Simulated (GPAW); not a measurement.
The F K edge of atom 3 in KCaF3 (Pm-3m), with 2 Ca at 2.24 Å (linear, site symmetry 4/mmm), was computed in 2 ways: full core hole (charged cell) and no core hole. Program and functional: GPAW, LDA, Gaussian full width 0.9 eV up to 4 eV, rising linearly to 3.5 eV at 25 eV; cells of 5 and 10 atoms (the run without a hole in the smaller).

Each run is counted from its own lowest empty level or Fermi level and scaled to a mean of 1 over its first 20 eV.

```
E (eV)  run 1  run 2
  -2.0   0.00   0.00
  -1.5   0.00   0.00
  -1.0   0.00   0.00
  -0.5   0.00   0.00
   0.0   0.01   0.01
   0.5   0.06   0.06
   1.0   0.13   0.19
   1.5   0.26   0.46
   2.0   0.53   1.23
   2.5   0.79   2.49
   3.0   1.92   2.98
   3.5   3.48   1.79
   4.0   2.59   0.78
   4.5   1.08   0.90
   5.0   0.98   2.02
   5.5   1.56   2.41
   6.0   1.79   1.51
   6.5   1.73   0.81
   7.0   1.34   0.62
   7.5   0.94   0.67
   8.0   0.90   0.78
   8.5   1.08   0.89
   9.0   1.21   0.92
   9.5   1.12   0.81
  10.0   0.89   0.62
  10.5   0.72   0.48
  11.0   0.66   0.43
  11.5   0.62   0.46
  12.0   0.58   0.56
  12.5   0.59   0.75
  13.0   0.71   1.01
  13.5   0.92   1.29
  14.0   1.14   1.47
  14.5   1.26   1.49
  15.0   1.26   1.36
  15.5   1.16   1.16
  16.0   1.02   0.97
  16.5   0.87   0.82
  17.0   0.73   0.72
  17.5   0.63   0.66
  18.0   0.57   0.64
  18.5   0.54   0.66
  19.0   0.56   0.72
  19.5   0.61   0.82
  20.0   0.68   0.95
  20.5   0.76   1.10
  21.0   0.83   1.23
  21.5   0.91   1.35
  22.0   0.97   1.43
  22.5   1.03   1.47
  23.0   1.07   1.47
  23.5   1.09   1.46
  24.0   1.10   1.44
  24.5   1.12   1.43
  25.0   1.14   1.44
  25.5   1.18   1.45
  26.0   1.21   1.45
  26.5   1.25   1.44
  27.0   1.27   1.40
  27.5   1.28   1.35
  28.0   1.28   1.30
  28.5   1.27   1.25
  29.0   1.25   1.19
  29.5   1.21   1.12
  30.0   1.13   1.03
  30.5   1.04   0.93
  31.0   0.94   0.85
  31.5   0.86   0.79
```

Q: Which run is which?

Run 1: no core hole (area from −2 to 6 eV 7.1, main maxima 3.6 eV (3.53), 6.1 eV (1.80), 9.1 eV (1.21) and 14.7 eV (1.28)). Run 2: full core hole (charged cell) (area from −2 to 6 eV 8.1, main maxima 2.9 eV (3.04), 5.4 eV (2.47), 14.3 eV (1.51) and 22.8 eV (1.48)). With each curve scaled to its own mean, the area from −2 to 6 eV with the hole is 8.1 against 7.1, and the centre of weight from −1 to 20 eV moves by +0.1 eV (first and strongest maxima below 20 eV: 3.6 eV (3.53), 6.1 eV (1.80) and 14.7 eV (1.28) without the hole, 2.9 eV (3.04), 5.4 eV (2.47) and 14.3 eV (1.51) with it), while the pattern of peaks shifts by -0.8 eV; the shape changes all the same, by 51 % r.m.s.

[Banner, clock and machine lines of the logs are left out without a mark of their own.]

[Logs are printed without paths, hosts, clocks, repeated set-up lines and the standing remarks that a program may print on its own settings, such as how far it seeks lower states.]

[Hosts, paths, dates, database ids (printed as entryN), source tags and the programs' standing remarks are cut or masked in the printed files.]

[Lists of maxima count a maximum above −3 eV only where it reaches 4 % of the highest in the window and stands out from its surroundings by 2 % of it (1.5 % where it reaches 55 %); shoulders and weaker maxima are passed over, and of the rest the first, up to two pre-edge ones and the few strongest are named.]
